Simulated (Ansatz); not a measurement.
## How fast states decay through Li2H2SeS

A new crystal, Li2H2SeS: structure, gap and complex bands. It is built by putting Se for part of the S in the LiHS structure of space group Ama2, with the volume rescaled by atomic radii. The parent structure comes from the Materials Project.

Method: PBE DFT, plane waves, PAW files, in the first sound run; inputs show where later runs differ, in Ansatz 0.2.0.

The structure was built from a prototype and need not be the compound's stable phase.

## 1. The starting structure

Symmetry: Pm, No. 6, monoclinic system. Conventional cell: a = 3.989 Å, b = 6.202 Å, c = 3.989 Å, α = 90.00°, β = 91.16°, γ = 90.00°. Nearest to Li lie 2 S at 2.52 to 2.54 Å and 2 Se at 2.52 to 2.54 Å. H has 1 Se at 1.37 Å nearest. Nearest to H lie 1 S at 1.37 Å. S has 1 H at 1.37 Å and 4 Li at 2.52 to 2.54 Å nearest. Nearest to Se lie 1 H at 1.37 Å and 4 Li at 2.52 to 2.54 Å. It derives from LiHS. Se for part of the S in the LiHS structure of space group Ama2. Farther neighbours and most contacts between anions are not listed.

## 2. Relaxing the new crystal

The substituted atoms don't fit the parent's cell, so cell and atoms relax together. A small smearing keeps the run stable in case the gap closes on the way.

input.yaml reads:

```yaml
crystal:
  lattice:
    - [6.2018812445, 0.0, 0.0]
    - [0.0, 2.8489228243, 2.7916740666]
    - [0.0, -2.8489228243, 2.7916740666]
  atoms:
    - { symbol: Li, position: [0.0, 0.50312984, 0.50312984] }
    - { symbol: Li, position: [0.5, 0.50312984, 0.50312984] }
    - { symbol: H, position: [0.75, 0.98561304, 0.12999181] }
    - { symbol: H, position: [0.25, 0.12999181, 0.98561304] }
    - { symbol: S, position: [0.25, 0.47238614, 0.99974934] }
    - { symbol: Se, position: [0.75, 0.99974934, 0.47238614] }
kpoints:
  mp_grid: { grid: [4, 6, 6] }
scf:
  occupations: { method: gaussian, width: 0.03 }
hamiltonian:
  xc: pbe
output:
  forces: true
  stress: true
relax:
  f_tol: 0.02
  max_steps: 60
  cell: {}
```

Command:

```sh
$ ansatz run input.yaml --threads 2 --pin off --max-ram 4096MiB --backend cpu --events-out ev --progress --plain --runs-dir out
```

Numbers of over 12 decimals in the logs are rounded to 6 here.

The program printed:

```text
Engine: ansatz 0.2.0, aarch64-unknown-linux-gnu
Pseudopotentials: kind: paw
Pseudopotential: Li, paw, valence charge 3, recommended cutoff 420 eV (normal), Li.paw.azcp
Pseudopotential: H, paw, valence charge 1, recommended cutoff 420 eV (normal), H.paw.azcp
Pseudopotential: S, paw, valence charge 6, recommended cutoff 420 eV (normal), S.paw.azcp
Pseudopotential: Se, paw, valence charge 16, recommended cutoff 420 eV (normal), Se.paw.azcp
Functional definition: PBE
  parameter kappa = 0.804
  parameter beta = 0.066725
  exchange = pbe_x(kappa = kappa, mu = beta*pi^2/3)
  correlation = pbe_c(beta = beta)
Crystal: 6 atoms, lattice volume = 98.650 Å³
Basis set: ecut = 420 eV, 1949 PW (Γ), exchange–correlation on 90×54×54 points (8 copies of the dense FFT grid, shifted against one another)
Bands: 21, of which v1, the nominal top of the filled ones, is band 15 counted from 1 (14 counted from 0)
Symmetry: 2 space group operations
Space group: Pm (ITA 6), of the structure as read, at distance tolerance 4.6e-5 Å
k-points: 60 of 144 (time reversal used)
Non-local potential: Li, projectors of the file, l = 0: 3, l = 1: 2, l = 2: 1
Non-local potential: H, projectors of the file, l = 0: 2, l = 1: 1
Non-local potential: S, projectors of the file, l = 0: 2, l = 1: 2, l = 2: 2
Non-local potential: Se, projectors of the file, l = 0: 2, l = 1: 2, l = 2: 3, l = 3: 1
PAW form: soft (Blöchl's): semilocal exchange-correlation on the pseudo side does not see the compensation charge
PAW one-centre angular grid: Li, 110 points (default); XC on 64 Gauss nodes
PAW one-centre angular grid: H, 110 points (default); XC on 64 Gauss nodes
PAW one-centre angular grid: S, 110 points (default); XC on 64 Gauss nodes
PAW one-centre angular grid: Se, 590 points (default); XC on 64 Gauss nodes
Initial density: superposition of atomic densities (neutral atoms: chi_scale 0, normalization atom), corrected by the library's trained network
Initial wavefunctions: pseudopotential atomic-orbital guess
Functional: x = pbe(κ = 0.804, μ = 0.219515), c = pbe(β = 0.066725)
SCF iter   1: F=—  HF=-6816.317280 eV  |F-HF|=—  |Δ(HF+E_count)|=         —  Δρ=1.04e-3  dr2=5.50e-4  ethr=1.77e-3  ⟨swp⟩=6.2  Hψ=6433  notcnv=0
preconditioner: auto → Resta (q_TF=auto, 2.237 Å⁻¹)  ε∞=2.8  [insulator: Δε(μ)=3.256 eV  Ē_g=11.078 eV  σ=0.030 eV  W_gap=1.00  n_scr=18 (ndim 8)  ℏωp=15.0 eV  f_vac=0.047  D(μ)=0.00/eV (n_scr^D=0)  ε∞_Penn≈2.8]
SCF iter   2: F=—  HF=-6816.317285 eV  |F-HF|=—  |Δ(HF+E_count)|=   4.27e-6  Δρ=5.64e-4  dr2=1.72e-4  ethr=1.83e-6  ⟨swp⟩=3.0  Hψ=2761  notcnv=0  defer=6
SCF iter   3: F=—  HF=-6816.317598 eV  |F-HF|=—  |Δ(HF+E_count)|=   3.13e-4  Δρ=1.74e-4  dr2=2.95e-5  ethr=5.74e-7  ⟨swp⟩=2.0  Hψ=2100  notcnv=0  defer=6
SCF iter   4: F=—  HF=-6816.317563 eV  |F-HF|=—  |Δ(HF+E_count)|=   3.49e-5  Δρ=6.67e-5  dr2=4.53e-6  ethr=9.84e-8  ⟨swp⟩=2.0  Hψ=2068  notcnv=0  defer=6
SCF iter   5: F=—  HF=-6816.317564 eV  |F-HF|=—  |Δ(HF+E_count)|=   5.77e-7  Δρ=1.74e-5  dr2=3.41e-7  ethr=1.51e-8  ⟨swp⟩=2.0  Hψ=1581  notcnv=0  defer=6
SCF iter   6: F=-6816.317564 eV  HF=-6816.317564 eV  |F-HF|=5.29e-8  |Δ(HF+E_count)|=   1.23e-7  Δρ=5.78e-6  dr2=3.61e-8  ethr=3.33e-10  ⟨swp⟩=4.8  Hψ=4351  notcnv=0
SCF 1 converged in 6 iterations: F = -6816.317564 eV  dr2 = 3.61e-8
  greatest PAW one-centre occupation: 1.000 electrons in one spin orbital (limit 2), on the Se atom at site 5 (counted from 0), in its partial waves of l = 2
relax step   1: F+E_penalty+E_count = -6816.31756371 eV  Δ(F+E_penalty+E_count) = +0.000e0 eV  max|allowed force component| = 2.142e0 eV/Å  Δτ_max = 0.0000 Å  P = +3.163 GPa  Ω = 98.650 Å³  (6 SCF iters, dr2 threshold 1.00e-7 eV, accepted)
Crystal: 6 atoms, lattice volume = 102.856 Å³
Basis set: ecut = 420 eV, 2011 PW (Γ), exchange–correlation on 90×54×54 points (8 copies of the dense FFT grid, shifted against one another)
Initial density: handed on by an earlier stage of this run
Initial wavefunctions: those handed on with the density
iter 1 solved again at ethr=9.36e-5 eV; its pass at ethr=3.10e-3 eV (dr2=2.81e-2 eV) is discarded
SCF iter   1: F=—  HF=-6816.497401 eV  |F-HF|=—  |Δ(HF+E_count)|=         —  Δρ=6.22e-3  dr2=2.87e-2  ethr=9.36e-5  ⟨swp⟩=1.3  Hψ=7499  notcnv=0
preconditioner: auto → Resta (q_TF=auto, 2.222 Å⁻¹)  ε∞=2.8  [insulator: Δε(μ)=3.109 eV  Ē_g=10.874 eV  σ=0.030 eV  W_gap=1.00  n_scr=20 (ndim 8)  ℏωp=14.6 eV  f_vac=0.064  D(μ)=0.00/eV (n_scr^D=0)  ε∞_Penn≈2.8]
SCF iter   2: F=—  HF=-6816.494510 eV  |F-HF|=—  |Δ(HF+E_count)|=   2.89e-3  Δρ=3.10e-3  dr2=7.08e-3  ethr=9.36e-5  ⟨swp⟩=2.2  Hψ=1720  notcnv=0
SCF iter   3: F=—  HF=-6816.494620 eV  |F-HF|=—  |Δ(HF+E_count)|=   1.10e-4  Δρ=4.53e-4  dr2=3.38e-4  ethr=2.36e-5  ⟨swp⟩=2.0  Hψ=1941  notcnv=0
SCF iter   4: F=—  HF=-6816.494596 eV  |F-HF|=—  |Δ(HF+E_count)|=   2.38e-5  Δρ=1.77e-4  dr2=5.08e-5  ethr=1.13e-6  ⟨swp⟩=2.0  Hψ=2158  notcnv=0
SCF iter   5: F=—  HF=-6816.494633 eV  |F-HF|=—  |Δ(HF+E_count)|=   3.62e-5  Δρ=6.52e-5  dr2=6.22e-6  ethr=1.69e-7  ⟨swp⟩=2.0  Hψ=2157  notcnv=0
SCF iter   6: F=-6816.494643 eV  HF=-6816.494642 eV  |F-HF|=9.74e-7  |Δ(HF+E_count)|=   9.41e-6  Δρ=1.77e-5  dr2=4.20e-7  ethr=2.00e-9  ⟨swp⟩=3.0  Hψ=5017  notcnv=0
SCF 2 converged in 6 iterations: F = -6816.494643 eV  dr2 = 4.20e-7
relax step   2: F+E_penalty+E_count = -6816.49464310 eV  Δ(F+E_penalty+E_count) = -1.771e-1 eV  max|allowed force component| = 6.352e-1 eV/Å  Δτ_max = 0.0795 Å  P = +0.789 GPa  Ω = 102.856 Å³  energy of the carried Pulay correction = -1.231e-3 eV  (6 SCF iters, dr2 threshold 6.00e-7 eV, accepted)
Crystal: 6 atoms, lattice volume = 104.079 Å³
Basis set: ecut = 420 eV, 2047 PW (Γ), exchange–correlation on 90×54×54 points (8 copies of the dense FFT grid, shifted against one another)
iter 1 solved again at ethr=2.46e-5 eV; its pass at ethr=3.10e-3 eV (dr2=7.37e-3 eV) is discarded
SCF iter   1: F=—  HF=-6816.515782 eV  |F-HF|=—  |Δ(HF+E_count)|=         —  Δρ=3.68e-3  dr2=7.14e-3  ethr=2.46e-5  ⟨swp⟩=1.7  Hψ=7791  notcnv=0
preconditioner: auto → Resta (q_TF=auto, 2.217 Å⁻¹)  ε∞=2.8  [insulator: Δε(μ)=2.990 eV  Ē_g=10.819 eV  σ=0.030 eV  W_gap=1.00  n_scr=20 (ndim 8)  ℏωp=14.6 eV  f_vac=0.059  D(μ)=0.00/eV (n_scr^D=0)  ε∞_Penn≈2.8]
SCF iter   2: F=—  HF=-6816.516142 eV  |F-HF|=—  |Δ(HF+E_count)|=   3.60e-4  Δρ=1.82e-3  dr2=1.51e-3  ethr=2.38e-5  ⟨swp⟩=2.6  Hψ=1838  notcnv=0
SCF iter   3: F=—  HF=-6816.516818 eV  |F-HF|=—  |Δ(HF+E_count)|=   6.76e-4  Δρ=2.72e-4  dr2=5.90e-5  ethr=5.03e-6  ⟨swp⟩=2.0  Hψ=1802  notcnv=0
SCF iter   4: F=—  HF=-6816.516854 eV  |F-HF|=—  |Δ(HF+E_count)|=   3.54e-5  Δρ=4.38e-5  dr2=3.30e-6  ethr=1.97e-7  ⟨swp⟩=2.1  Hψ=1714  notcnv=0
SCF iter   5: F=-6816.516857 eV  HF=-6816.516857 eV  |F-HF|=6.56e-8  |Δ(HF+E_count)|=   3.53e-6  Δρ=1.74e-5  dr2=5.41e-7  ethr=2.00e-9  ⟨swp⟩=5.0  Hψ=4893  notcnv=0
SCF 3 converged in 5 iterations: F = -6816.516857 eV  dr2 = 5.41e-7
relax step   3: F+E_penalty+E_count = -6816.51685722 eV  Δ(F+E_penalty+E_count) = -2.221e-2 eV  max|allowed force component| = 8.085e-2 eV/Å  Δτ_max = 0.0509 Å  P = +0.136 GPa  Ω = 104.079 Å³  energy of the carried Pulay correction = -1.579e-3 eV  (5 SCF iters, dr2 threshold 6.00e-7 eV, accepted)
[...]
relax step   4: F+E_penalty+E_count = -6816.51898321 eV  Δ(F+E_penalty+E_count) = -2.126e-3 eV  max|allowed force component| = 2.156e-2 eV/Å  Δτ_max = 0.0197 Å  P = +0.008 GPa  Ω = 104.407 Å³  energy of the carried Pulay correction = -1.672e-3 eV  (5 SCF iters, dr2 threshold 4.09e-7 eV, accepted)
[...]
relax step   5: F+E_penalty+E_count = -6816.51906283 eV  Δ(F+E_penalty+E_count) = -7.962e-5 eV  max|allowed force component| = 6.813e-3 eV/Å  Δτ_max = 0.0040 Å  P = -0.004 GPa  Ω = 104.352 Å³  energy of the carried Pulay correction = -1.656e-3 eV  (5 SCF iters, dr2 threshold 2.91e-8 eV, accepted)
Basis set: ecut = 420 eV, 2051 PW (Γ), exchange–correlation on 90×60×54 points (8 copies of the dense FFT grid, shifted against one another)
Initial wavefunctions: pseudopotential atomic-orbital guess (no wavefunctions were taken with the density)
iter 1 solved again at ethr=2.47e-7 eV; its pass at ethr=3.10e-3 eV (dr2=7.40e-5 eV) is discarded
SCF iter   1: F=—  HF=-6816.511888 eV  |F-HF|=—  |Δ(HF+E_count)|=         —  Δρ=4.83e-4  dr2=9.03e-6  ethr=2.47e-7  ⟨swp⟩=3.0  Hψ=9381  notcnv=0
preconditioner: auto → Resta (q_TF=auto, 2.216 Å⁻¹)  ε∞=2.8  [insulator: Δε(μ)=2.978 eV  Ē_g=10.809 eV  σ=0.030 eV  W_gap=1.00  n_scr=20 (ndim 8)  ℏωp=14.5 eV  f_vac=0.055  D(μ)=0.00/eV (n_scr^D=0)  ε∞_Penn≈2.8]
SCF iter   2: F=—  HF=-6816.518508 eV  |F-HF|=—  |Δ(HF+E_count)|=   6.62e-3  Δρ=2.43e-4  dr2=1.79e-6  ethr=3.01e-8  ⟨swp⟩=2.0  Hψ=1890  notcnv=0
SCF iter   3: F=—  HF=-6816.520581 eV  |F-HF|=—  |Δ(HF+E_count)|=   2.07e-3  Δρ=7.53e-5  dr2=2.65e-7  ethr=5.98e-9  ⟨swp⟩=2.0  Hψ=1740  notcnv=0
SCF iter   4: F=—  HF=-6816.520794 eV  |F-HF|=—  |Δ(HF+E_count)|=   2.12e-4  Δρ=1.11e-5  dr2=2.31e-8  ethr=8.83e-10  ⟨swp⟩=2.4  Hψ=1916  notcnv=0
SCF iter   5: F=—  HF=-6816.520798 eV  |F-HF|=—  |Δ(HF+E_count)|=   4.35e-6  Δρ=1.50e-6  dr2=3.28e-9  ethr=7.70e-11  ⟨swp⟩=2.0  Hψ=2158  notcnv=0
SCF iter   6: F=—  HF=-6816.520798 eV  |F-HF|=—  |Δ(HF+E_count)|=   2.71e-8  Δρ=4.78e-7  dr2=5.57e-10  ethr=1.09e-11  ⟨swp⟩=2.0  Hψ=2118  notcnv=0
SCF iter   7: F=-6816.520798 eV  HF=-6816.520798 eV  |F-HF|=5.73e-11  |Δ(HF+E_count)|=   1.16e-9  Δρ=1.55e-7  dr2=4.85e-11  ethr=1.00e-12  ⟨swp⟩=3.0  Hψ=4790  notcnv=0
SCF 6 converged in 7 iterations: F = -6816.520798 eV  dr2 = 4.85e-11
relax step   6: F+E_penalty+E_count = -6816.52079794 eV  Δ(F+E_penalty+E_count) = -1.735e-3 eV  max|allowed force component| = 5.943e-3 eV/Å  Δτ_max = 0.0000 Å  P = +0.003 GPa  Ω = 104.352 Å³  stress off target by 1.12e-2 GPa  SCF on the basis re-selected at this cell (its energy is not comparable with the rows above)  (7 SCF iters)
basis re-selected at this cell: Δ(F+E_penalty+E_count) = -1.735e-3 eV, ΔP = +0.007 GPa vs the last step (what re-selecting the basis moved, of the pressure what is left beyond the Pulay correction that the steps carried, after the strain that the cell walked since its last selection, with what the two solves' SCF thresholds leave and, on support functions, any second-order correction that the steps lacked; it is no measure of the basis error at this ecutwfc). The dense FFT grid was sized anew with the basis: this SCF ran on 45×30×27 points, the steps before it on 45×27×27, so part of this shift can come from that change (see relax.cell in the input reference). [rest of the remark cut]
SCF converged after 7 iterations
Free energy (F): -6816.520798 eV
Harris-Foulkes:  -6816.520798 eV  (|F-HF|=5.73e-11)
Internal energy: -6816.520798 eV  (E = F + TS)
E sigma→0 (E₀):  -6816.520798 eV
Fermi energy:    3.006409 eV
--- Per-component energies (eV) ---
  E_band       = -665.242568
  E_kinetic    = 295.967109
  E_local      = -3625.586466  (includes V_loc(G=0)·N_el)
  E_nonlocal   = -630.909773
  E_hartree    = 1672.123764
  E_xc         = -241.051509
  E_vxc        = -236.717126  (∫ρ·V_xc dr)
  E_paw        = -2554.526392  (= ΣΔE_a)
  E_vpaw       = 187.758836  (= ΣTr[D̂ρ^β])
  E_aug_tail   = -0.002933  (compensation charges beyond the density's cutoff)
  E_ewald      = -1732.534598
  E_smearing   = -0.000000  (= −TS)
  E_closure    = -0.000000  (closes the sum)
  Σ components = -6816.520798   (vs F -6816.520798, Δ=0.00e0)
--- Forces (eV/Å), atoms counted from 1 ---
  atom   1  Li    -0.00039985     0.00220469    -0.00120022
  atom   2  Li     0.00039985     0.00220469    -0.00120022
  atom   3  H      0.00000000     0.00084561    -0.00594341
  atom   4  H      0.00000000    -0.00305034    -0.00255318
  atom   5  S      0.00000000    -0.00046114     0.00533289
  atom   6  Se     0.00000000    -0.00174482     0.00556223
  max |Σ_I F_I| component: 1.92e-6 eV/Å
--- Stress (GPa, compression-positive) ---
        0.006272       0.000000       0.000000
        0.000000      -0.008957       0.003823
        0.000000       0.003823       0.010520
  P = ⅓ Tr σ = 0.0026 GPa (0.026 kbar)
--- Relaxed structure (5 steps of the walk, 5 accepted, 1 SCFs on fresh bases) ---
  F+E_penalty+E_count = -6816.52079794 eV   max|allowed force component| = 5.943e-3 eV/Å   (the final SCF, on the basis selected at the relaxed cell)
  cell:  # Å, volume = 104.3517 Å³
    - [6.295709, 0.0, 0.0]
    - [0.0, 2.963323, 2.913612]
    - [0.0, -2.846629, 2.794525]
  atoms:
    - { symbol: Li, position: [0.00781477, 0.498531, 0.503344] }
    - { symbol: Li, position: [0.492185, 0.498531, 0.503344] }
    - { symbol: H, position: [0.75, 0.981115, 0.111339] }
    - { symbol: H, position: [0.25, 0.146892, 0.992594] }
    - { symbol: S, position: [0.25, 0.472815, 1.000925] }
    - { symbol: Se, position: [0.75, 0.996117, 0.482454] }
```

Wall time 29 s (2 threads of Arm Neoverse V2, shared host); peak memory 0.42 GiB.

Relaxation path:

```
step  energy less that of the first step (eV)  largest force component (eV/Å)  pressure (GPa)  volume (Å³)
   1                                   0.0000                          2.1416            3.16        98.65
   2                                  -0.1771                          0.6352            0.79       102.86
   3                                  -0.1993                          0.0809            0.14       104.08
   4                                  -0.2014                          0.0216            0.01       104.41
   5                                  -0.2015                          0.0068            0.00       104.35
  6*                                  -0.2032                          0.0059            0.00       104.35
```

Relaxation steps marked * repeat the geometry before them on a plane-wave basis chosen anew for their cell, so energy and pressure can jump there.

Forces are held to the 2 operations that the run works with; a distortion that breaks them can't arise in this run.

```
     cell as run  before  after  change
           a (Å)   6.202  6.296  +1.5 %
           b (Å)   3.989  4.156  +4.2 %
           c (Å)   3.989  3.989  +0.0 %
           α (°)   91.16  91.01  -0.2 %
volume (Å³/atom)   16.44  17.39  +5.8 %
```

The atoms that moved most (Å, as changes of fractional coordinates times the final cell):

```
atom      dx      dy      dz  length
  H3   0.000   0.040  -0.065   0.076
  H4   0.000   0.030   0.069   0.075
 Li2  -0.049  -0.014  -0.013   0.053
 Li1   0.049  -0.014  -0.013   0.053
 Se6   0.000  -0.039   0.018   0.043
```

Final coordinates:

```xyz
6
Lattice="6.2957 0.0000 0.0000 0.0000 2.9633 2.9136 0.0000 -2.8466 2.7945" Properties=species:S:1:pos:R:3 pbc="T T T"
Li    0.0492    0.0445    2.8591
Li    3.0987    0.0445    2.8591
H     4.7218    2.5904    3.1697
H     1.5739   -2.3903    3.2018
S     1.5739   -1.4482    4.1747
Se    4.7218    1.5784    4.2505
```

Numbers from this step:

```
free energy  : -6816.5208 eV
Fermi energy : 3.006 eV
pressure     : 0.002612 GPa
```

The largest force component on a free atom ends at 0.0059 eV/Å.

## 3. Band edges

The energy window and the wavevectors of the next steps follow from the band edges, so these are searched first, off the mesh as well.

input.yaml reads:

```yaml
crystal:
  lattice:
    - [6.295708603, 0.0, 0.0]
    - [0.0, 2.9633231632, 2.9136121244]
    - [0.0, -2.8466288823, 2.7945247981]
  atoms:
    - { symbol: Li, position: [0.0078147674, 0.4985310616, 0.5033437611] }
    - { symbol: Li, position: [0.4921852326, 0.4985310616, 0.5033437611] }
    - { symbol: H, position: [0.75, 0.9811145514, 0.1113392107] }
    - { symbol: H, position: [0.25, 0.1468917937, 0.9925941188] }
    - { symbol: S, position: [0.25, 0.47281476, 1.0009252941] }
    - { symbol: Se, position: [0.75, 0.9961167816, 0.4824538642] }
kpoints:
  mp_grid: { grid: [4, 6, 6] }
  band_path: { path: [VBM, CBM], npoints: 30 }
scf:
  occupations: { method: fixed }
hamiltonian:
  xc: pbe
output:
  eigenvalues: true
  write_potential: true
  write_density: true
  volumetric_format: npy
```

The program printed:

```text
[...]
Crystal: 6 atoms, lattice volume = 104.352 Å³
Basis set: ecut = 420 eV, 2051 PW (Γ)
Bands: 21, of which v1, the nominal top of the filled ones, is band 15 counted from 1 (14 counted from 0)
Symmetry: 2 space group operations
[...]
k-points: 60 of 144 (time reversal used)
[...]
SCF iter   1: F=—  HF=-6816.521326 eV  |F-HF|=—  |Δ(HF+E_count)|=         —  Δρ=9.52e-4  dr2=7.30e-4  ethr=1.77e-3  ⟨swp⟩=4.9  Hψ=5362  notcnv=0  defer=225
[...]
SCF iter   6: F=-6816.520863 eV  HF=-6816.520863 eV  |F-HF|=4.12e-9  |Δ(HF+E_count)|=   1.43e-7  Δρ=3.77e-6  dr2=2.52e-8  ethr=3.33e-10  ⟨swp⟩=7.1  Hψ=5088  notcnv=0
SCF 1 converged in 6 iterations: F = -6816.520863 eV  dr2 = 2.52e-8
[...]
NSCF: frozen V_eff on 80 k-points
[...]
SCF converged after 6 iterations
Free energy (F): -6816.520863 eV
[...]
Internal energy: -6816.520863 eV  (E = F + TS)
E sigma→0 (E₀):  -6816.520863 eV
Fermi energy:    1.519132 eV
[...]
--- Band table (eV; the first three rows and the last of 60) ---
  k-point 0: bands = [... 11 lower, -0.5611, 0.6810, 1.0561, 1.5191, 4.4938, 4.9866, 6.0843, 6.5659, ... 2 higher]
  k-point 1: bands = [... 11 lower, -0.4422, 0.1979, 1.1124, 1.4035, 5.0803, 5.7039, 6.4783, 7.2569, ... 2 higher]
  k-point 2: bands = [... 11 lower, -0.5688, -0.1299, 1.0917, 1.2346, 5.5226, 6.5806, 8.0340, 8.6009, ... 2 higher]
  k-point 59: bands = [... 11 lower, -0.6235, -0.2060, 0.2917, 0.6897, 6.8707, 7.1189, 8.6208, 8.9001, ... 2 higher]
```

The job ended after 20 s (2 threads; peak memory 0.39 GiB; 37 s of CPU time).

Numbers from this step:

| Quantity | Value |
| --- | --- |
| free energy | -6816.5209 eV |
| Fermi energy | 1.519 eV |
| gap on the k-mesh | 2.975 eV |
| gap on path | 2.975 eV, by band count; negative where bands overlap |
| direct gap on path | 2.975 eV |
| edge places on path | 0, 0 1/A along the path |

Levels at VBM (eV): -3.62, -2.63, -2.08, -0.84, -0.46, 0.00, 2.97, 3.47, 4.57, 5.05, 7.35, 7.74.

The searched edges give 2.97 eV, as on the mesh.

(Continued in part 2 of 3.)

[Logs are printed without paths, hosts, clocks, repeated set-up lines and the standing remarks that a program may print on its own settings, such as how far it seeks lower states.]

[Hosts, paths, dates, database ids (printed as entryN), source tags and the programs' standing remarks are cut or masked in the printed files.]

[New means built here by substitution; the compound itself may be known and measured.]
